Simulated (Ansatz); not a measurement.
# The potential step between two gates: Mo2COS MXene bilayer, AA

Two oppositely charged gates put a neutral stack in a displacement field D. The voltage between them is D/ε₀ times an electrical distance, shorter than the real one because the stack screens.

Set-up. Ansatz 0.2.0, plane waves with PAW datasets (its set soft_2), PBE-D3(BJ); isolated slab, charged sheets 6 Å from the outer atoms behind model barriers, atoms held. Voltages count from the uncharged case.

| run | D/ε₀ (V/nm) | step in an electron's potential, upper less lower gate (eV) |
| --- | --- | --- |
| run 1 | −3.619 | −3.803 |
| run 2 | −1.810 | −1.901 |
| run 3 | 0.000 | 0.000 |
| run 4 | 1.810 | 1.899 |
| run 5 | 3.619 | 3.797 |
| run 6 | 5.428 | ? |

**Question.** What value belongs in the row marked “?”, and how far can the other rows tell?

A least-squares line through the 5 rows shown has slope 1.0500 and intercept −0.0016; no row lies more than 0.002 eV off it. The size of the slope, 1.050 nm, is the electrical distance; the sheets are 2.457 nm apart, and screening reaches beyond the outer atoms. At 5.428 it gives 1.0500 × 5.428 + (−0.0016) = 5.698 eV, beyond the rows fitted. Rounding and scatter of the rows alone allow about ±0.002 eV there.

The run itself gives 5.693 eV: a miss of −0.005 eV, or 0.1 % of the value. Screening stays linear to within 1 % over this range.

**Limits.** The gates are model sheets, not atoms.
